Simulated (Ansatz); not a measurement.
# SiO2 (P6_322): G0W0 under other settings

Aim: change settings of a G0W0 run on SiO2 (P6_322) and see what moves.

Method: G0W0 on LDA, plane waves, PAW; PAW set soft_1, in Ansatz 0.2.0.

## Step 1: Set-up

Symmetry: P6_322, No. 182, hexagonal system. Conventional cell: a = 5.069 Å, b = 5.069 Å, c = 8.558 Å, α = 90.00°, β = 90.00°, γ = 120.00°. Nearest to Si lie 4 O at 1.60 to 1.61 Å. Nearest to O lie 2 Si at 1.61 Å. O has 2 Si at 1.60 Å nearest. Farther neighbours and most contacts between anions are not listed.

The cell and positions are those that the Materials Project relaxed with its own functionals (PBE, PBE+U or r2SCAN), kept fixed.

## Step 2: The base run: 6×6×2 mesh, 152 empty bands, screening to 50 eV, PAW set soft_1 files

Now the one-shot GW correction: screening in the RPA, then the self-energy of the levels asked for. This step takes PAW set soft_1 files.

input.yaml

```yaml
crystal:
  lattice:
    - [5.0690738885, 0.0, 0.0]
    - [-2.5345369442, 4.3899467611, 0.0]
    - [0.0, 0.0, 8.55848854]
  atoms:
    - { symbol: Si, position: [0.66666667, 0.33333333, 0.9371258] }
    - { symbol: Si, position: [0.66666667, 0.33333333, 0.5628742] }
    - { symbol: Si, position: [0.33333333, 0.66666667, 0.0628742] }
    - { symbol: Si, position: [0.33333333, 0.66666667, 0.4371258] }
    - { symbol: O, position: [0.0, 0.42125874, 0.0] }
    - { symbol: O, position: [0.42125874, 0.42125874, 0.5] }
    - { symbol: O, position: [0.57874126, 0.0, 0.5] }
    - { symbol: O, position: [0.57874126, 0.57874126, 0.0] }
    - { symbol: O, position: [0.0, 0.57874126, 0.5] }
    - { symbol: O, position: [0.66666667, 0.33333333, 0.75] }
    - { symbol: O, position: [0.33333333, 0.66666667, 0.25] }
    - { symbol: O, position: [0.42125874, 0.0, 0.0] }
kpoints:
  mp_grid: { grid: [6, 6, 2] }
hamiltonian:
  xc: lda
  pseudopotentials: { kind: paw, azcp: { folder: soft_1 }, xc_functional: pbe }
scf:
  occupations: { method: fixed }
gw:
  n_empty_bands: 152
  ecut_chi: 50
  qp_bands: [v4, c4]
  qp_kpoints: band_edges
  screening: { model: contour_deformation }
```

Command:

```sh
$ ansatz run input.yaml --threads 2 --pin off --max-ram 92160MiB --backend cuda --events-out ev --progress --plain --runs-dir out --devices 1 --max-vram 13GiB
```

Numbers of over 12 decimals in the logs are rounded to 6 here.

The program printed:

```text
GPUs: using 1 of 1 available (devices: 1).
Engine: ansatz 0.2.0, x86_64-unknown-linux-gnu
Pseudopotentials: kind: paw
Pseudopotential: Si, paw, valence charge 4, recommended cutoff 420 eV (normal), soft_1/Si.paw.azcp
Pseudopotential: O, paw, valence charge 6, recommended cutoff 420 eV (normal), soft_1/O.paw.azcp
Functional definition: SPW92
  exchange = slater_x
  correlation = pw_c
device memory: the entry about to start is reckoned to put 2.0 GiB on a device that reports 31.4 GiB free (of which the cap on the GPU budget leaves the run 13.0 GiB)
GPU FFT provider: cuFFT
GPU libraries: cuBLAS 13.8.2, cuFFT 12.4.0, cuSOLVER 12.3.4
Crystal: 12 atoms, lattice volume = 190.452 Å³
Basis set: ecut = 420 eV, 3755 PW (Γ)
Bands: 44, of which v1, the nominal top of the filled ones, is band 32 counted from 1 (31 counted from 0)
Symmetry: 12 space group operations
Space group: P6322 (ITA 182), of the structure as read, at distance tolerance 5.8e-5 Å
k-points: 14 of 72
Non-local potential: Si, projectors of the file, l = 0: 2, l = 1: 2, l = 2: 1
Non-local potential: O, projectors of the file, l = 0: 2, l = 1: 2, l = 2: 1
PAW form: soft (Blöchl's): semilocal exchange-correlation on the pseudo side does not see the compensation charge
PAW frozen core: Si, regenerated for the run's functional, and the local potential with it (the file was generated under x = pbe(κ = 0.804, μ = 0.219515), c = pbe(β = 0.066725))
PAW frozen core: O, regenerated for the run's functional, and the local potential with it (the file was generated under x = pbe(κ = 0.804, μ = 0.219515), c = pbe(β = 0.066725))
PAW one-centre angular grid: Si, 110 points (default); XC on 64 Gauss nodes
PAW one-centre angular grid: O, 110 points (default); XC on 64 Gauss nodes
Initial density: superposition of atomic densities (chi_scale 0.1, normalization cell, long waves kept (reshape's long-wave potential 0.01 eV rms))
Initial wavefunctions: pseudopotential atomic-orbital guess
GPU buffer pool allocated for 77760 grid points (all kernels)
GPU transforms: local potential and band sums: pruned to the plane-wave sphere, on 36×36×60
Functional: x = slater, c = lda
SCF iter   1: F=—  HF=-6897.588210 eV  |F-HF|=—  |Δ(HF+E_count)|=         —  Δρ=1.15e-1  dr2=2.28e1  ethr=3.10e-3  ⟨swp⟩=4.9  Hψ=2472  notcnv=0  defer=121
preconditioner: auto → Resta (q_TF=auto, 2.275 Å⁻¹)  ε∞=2.5  [insulator: Δε(μ)=7.275 eV  Ē_g=17.842 eV  n_scr=36 (ndim 8)  ℏωp=21.5 eV  f_vac=0.184  ε∞_Penn≈2.5]
SCF iter   2: F=—  HF=-6891.077030 eV  |F-HF|=—  |Δ(HF+E_count)|=    6.51e0  Δρ=4.00e-2  dr2=1.23e0  ethr=3.10e-3  ⟨swp⟩=3.9  Hψ=1673  notcnv=0  defer=126
SCF iter   3: F=—  HF=-6890.795155 eV  |F-HF|=—  |Δ(HF+E_count)|=   2.82e-1  Δρ=1.80e-2  dr2=3.79e-1  ethr=1.91e-3  ⟨swp⟩=2.8  Hψ=830  notcnv=0  defer=136
[...]
NSCF: frozen V_eff on 14 k-points
G₀W₀ screening: q 1/14
[... further progress lines ...]
SCF converged after 9 iterations
Free energy (F): -6890.711345 eV
Harris-Foulkes:  -6890.711345 eV  (|F-HF|=2.07e-8)
Internal energy: -6890.711345 eV  (E = F + TS)
E sigma→0 (E₀):  -6890.711345 eV
Fermi energy:    0.248345 eV
--- Per-component energies (eV) ---
  E_band       = -426.595248
  E_kinetic    = 1547.051635
  E_local      = -4951.797787  (includes V_loc(G=0)·N_el)
  E_nonlocal   = 529.131622
  E_hartree    = 1873.212486
  E_xc         = -789.203336
  E_vxc        = -919.349732  (∫ρ·V_xc dr)
  E_paw        = -3165.682092  (= ΣΔE_a)
  E_vpaw       = -378.060421  (= ΣTr[D̂ρ^β])
  E_aug_tail   = 0.006858  (compensation charges beyond the density's cutoff)
  E_ewald      = -1934.543426
  E_core_change = 1.112695  (= ΣΔE_core)
  E_smearing   = -0.000000  (= −TS)
  E_closure    = 0.000000  (closes the sum)
  Σ components = -6890.711345   (vs F -6890.711345, Δ=0.00e0)
--- Band table (eV; the first three rows and the last of 14) ---
  k-point 0: bands = [... 28 lower, -0.4299, -0.3819, 0.2314, 0.2314, 5.6608, 7.9413, 8.3151, 8.9010, ... 8 higher]
  k-point 1: bands = [... 28 lower, -0.3616, -0.3616, 0.0666, 0.0666, 6.4454, 6.4454, 9.2834, 9.2834, ... 8 higher]
  k-point 2: bands = [... 28 lower, -0.4262, -0.3228, 0.0914, 0.2220, 6.0164, 8.2992, 8.4367, 8.9804, ... 8 higher]
  k-point 13: bands = [... 28 lower, -0.4403, -0.4403, -0.2932, -0.2932, 8.7051, 8.7051, 8.8904, 8.8904, ... 8 higher]
--- G₀W₀: contour deformation, 5 samples at zero and on the imaginary axis and 2 off it, 72 q-points, 152 empty bands' worth ---
  eigenvalues of the whole cell's RPA ε∞ on this k-mesh (on a slab, of 1 + 4πα/V) = 2.1057, 2.1057, 2.1214; static W/v taken at q = 0 is 0.473020
  bands read: the sum over 184 bands ends inside a degenerate multiplet in 1 slot, whose members it reads at an even weight; the widest, k=12: bands 184 to 185 (counted from 1) at 1/2 each
  gw.qp_kpoints: band_edges: 14 of 14 stored k-points solved, in 1 pass; an edge of the gap read off the rows below is read off those points alone
    ik  band        ε_KS         Σx   Σc(E_QP)       V_xc       Z   E_QP_lin       E_QP  E_QP is
     0    29     -0.4299   -26.2481     4.3450   -20.3700  0.8158    -1.9843    -1.9630  root
     0    30     -0.3819   -26.3217     4.3544   -20.4469  0.8159    -1.9233    -1.9024  root
     0    31      0.2314   -26.8413     4.3349   -21.0998  0.8179    -1.1920    -1.1751  root
     0    32      0.2314   -26.8413     4.3349   -21.0998  0.8179    -1.1920    -1.1751  root
     0    33      5.6608    -5.6090    -2.8960    -9.9533  0.8843     7.1204     7.1091  root
     0    34      7.9413    -7.9877    -3.4506   -13.5140  0.8665    10.0457    10.0170  root
     0    35      8.3151    -4.6300    -2.5734    -8.7073  0.8816     9.8330     9.8191  root
     0    36      8.9010    -6.1533    -3.5499   -11.9806  0.8682    11.2133    11.1783  root
[...]
13    33      8.7051    -8.7305    -3.5991   -14.6969  0.8597    11.1125    11.0724  root
    13    34      8.7051    -8.7305    -3.5991   -14.6969  0.8597    11.1125    11.0724  root
    13    35      8.8904    -4.1503    -2.6398    -8.2987  0.8822    10.4132    10.3990  root
    13    36      8.8904    -4.1503    -2.6398    -8.2987  0.8822    10.4132    10.3990  root
```

The job ended after 31 s (1 × NVIDIA H100 80GB HBM3 (shared by 6 runs) with 2 threads of AMD EPYC 7R13 (Zen 3), shared host; peak memory 1.3 GiB).

Numbers from this step:

- bands summed: 184
- RPA ε∞ on this mesh (eigenvalues): 2.106, 2.106, 2.121
- plane waves in the screening matrix: 147
- q-points in the mesh: 72
- G0W0 gap on the mesh: 8.262 eV
- k of the valence top: 0, -0.5, 0
- k of the conduction bottom: 0, 0, 0
- starting gap on the mesh: 5.412 eV
- Z at the valence top: 0.8180
- Z at the conduction bottom: 0.8843
- least direct G0W0 gap on the computed points: 8.284 eV

The gap on the mesh goes from 5.41 eV to 8.26 eV, a correction of +2.85 eV. Between the two edge states, bare exchange in place of the xc potential would open the gap by 10.08 eV, and correlation takes back 7.24 eV.

## Step 3: Variant: no symmetry

input.yaml, as its differences from that of step 2:

```diff
@@ -18,2 +18,3 @@
     - { symbol: O, position: [0.42125874, 0.0, 0.0] }
+  symmetry: { detect: false }
 kpoints:
@@ -26,4 +27,4 @@
 gw:
-  n_empty_bands: 152
-  ecut_chi: 50
+  n_empty_bands: 200
+  ecut_chi: 60
   qp_bands: [v4, c4]
```

The program printed:

```text
GPUs: using 1 of 1 available (devices: 1).
[...]
GPU FFT provider: cuFFT
GPU libraries: cuBLAS 13.8.2, cuFFT 12.4.0, cuSOLVER 12.3.4
Crystal: 12 atoms, lattice volume = 190.452 Å³
Basis set: ecut = 420 eV, 3755 PW (Γ)
Bands: 44, of which v1, the nominal top of the filled ones, is band 32 counted from 1 (31 counted from 0)
Symmetry: 1 space group operations
k-points: 40 of 72 (time reversal used)
[...]
GPU buffer pool allocated for 77760 grid points (all kernels)
[...]
SCF iter   1: F=—  HF=-6897.588081 eV  |F-HF|=—  |Δ(HF+E_count)|=         —  Δρ=1.15e-1  dr2=2.28e1  ethr=3.10e-3  ⟨swp⟩=4.9  Hψ=7005  notcnv=0  defer=334
[...]
SCF iter  10: F=-6890.711345 eV  HF=-6890.711345 eV  |F-HF|=2.51e-9  |Δ(HF+E_count)|=   3.26e-8  Δρ=1.99e-6  dr2=5.08e-9  ethr=1.56e-10  ⟨swp⟩=14.5  Hψ=9516  notcnv=0
SCF 1 converged in 10 iterations: F = -6890.711345 eV  dr2 = 5.08e-9
[...]
NSCF: frozen V_eff on 40 k-points
[...]
G₀W₀ screening: q 1/40
[... further progress lines ...]
SCF converged after 10 iterations
Free energy (F): -6890.711345 eV
[...]
Internal energy: -6890.711345 eV  (E = F + TS)
E sigma→0 (E₀):  -6890.711345 eV
Fermi energy:    0.248351 eV
[...]
--- Band table (eV; the first three rows and the last of 40) ---
  k-point 0: bands = [... 28 lower, -0.4298, -0.3819, 0.2314, 0.2314, 5.6608, 7.9414, 8.3153, 8.9009, ... 8 higher]
  k-point 1: bands = [... 28 lower, -0.3615, -0.3615, 0.0666, 0.0666, 6.4455, 6.4455, 9.2834, 9.2834, ... 8 higher]
  k-point 2: bands = [... 28 lower, -0.4261, -0.3227, 0.0914, 0.2220, 6.0164, 8.2992, 8.4369, 8.9804, ... 8 higher]
  k-point 39: bands = [... 28 lower, -0.4747, -0.4747, -0.0847, -0.0847, 8.3206, 8.3206, 8.5737, 8.5737, ... 8 higher]
[...]
0    29     -0.4298   -26.2481     4.3481   -20.3700  0.8128    -1.9808    -1.9597  root
     0    30     -0.3819   -26.3216     4.3567   -20.4468  0.8129    -1.9206    -1.8999  root
     0    31      0.2314   -26.8413     4.3383   -21.0998  0.8147    -1.1884    -1.1717  root
     0    32      0.2314   -26.8413     4.3383   -21.0998  0.8147    -1.1884    -1.1717  root
     0    33      5.6608    -5.6092    -2.9244    -9.9535  0.8834     7.0915     7.0807  root
     0    34      7.9414    -7.9877    -3.5027   -13.5140  0.8650     9.9919     9.9649  root
     0    35      8.3153    -4.6302    -2.5976    -8.7074  0.8805     9.8083     9.7950  root
     0    36      8.9009    -6.1533    -3.6306   -11.9807  0.8670    11.1299    11.0977  root
[...]
39    33      8.3206    -7.5728    -3.3585   -12.9483  0.8652    10.3648    10.3375  root
    39    34      8.3206    -7.5728    -3.3585   -12.9483  0.8652    10.3648    10.3375  root
    39    35      8.5737    -5.0351    -2.7278    -9.3544  0.8771    10.1811    10.1652  root
    39    36      8.5737    -5.0351    -2.7278    -9.3544  0.8771    10.1811    10.1652  root
```

It took 70 s on 1 × NVIDIA H100 80GB HBM3 (shared by 6 runs) with 2 threads; peak memory 1.9 GiB; 1.7 min of CPU time.

The G0W0 gap on the mesh is 8.230 eV.

Against the base:

| setting | base | variant |
| --- | --- | --- |
| empty bands | 152 | 200 |
| screening cutoff (eV) | 50 | 60 |
| symmetry detection | - | false |

| quantity | variant | base |
| --- | --- | --- |
| starting gap on the mesh | 5.412 | 5.412 |
| G0W0 gap on the mesh | 8.230 | 8.262 |
| least direct G0W0 gap on the computed points | 8.252 | 8.284 |
| Z at the valence top | 0.815 | 0.818 |
| Z at the conduction bottom | 0.883 | 0.884 |

## Step 4: Outcome

```yaml
base: 8.26 eV, 31 s
no_symmetry: 8.23 eV, 70 s
```

No symmetry: the gap moves by −0.03 eV and the time by a factor of 2.3. The variant differs from the base in empty bands, screening cutoff and symmetry detection together, so the change can't be laid to one of them. Symmetry itself changes the cost, not the physics. All runs here use a coarse mesh and modest cutoffs; they test settings and are not final values.

[Paths, hosts, dates, memory and timing lines, banners, echoed tables and standing remarks are left out of the program output.]

[Logs are printed without paths, hosts, clocks, repeated set-up lines and the standing remarks that a program may print on its own settings, such as how far it seeks lower states.]

[Runs of the session that timed out or met a known fault of the program may be left out.]

[Cells called generated may have been cut or substituted from an entry of the Crystallography Open Database or the Materials Project.]

[Hosts, paths, dates, database ids (printed as entryN), source tags and the programs' standing remarks are cut or masked in the printed files.]
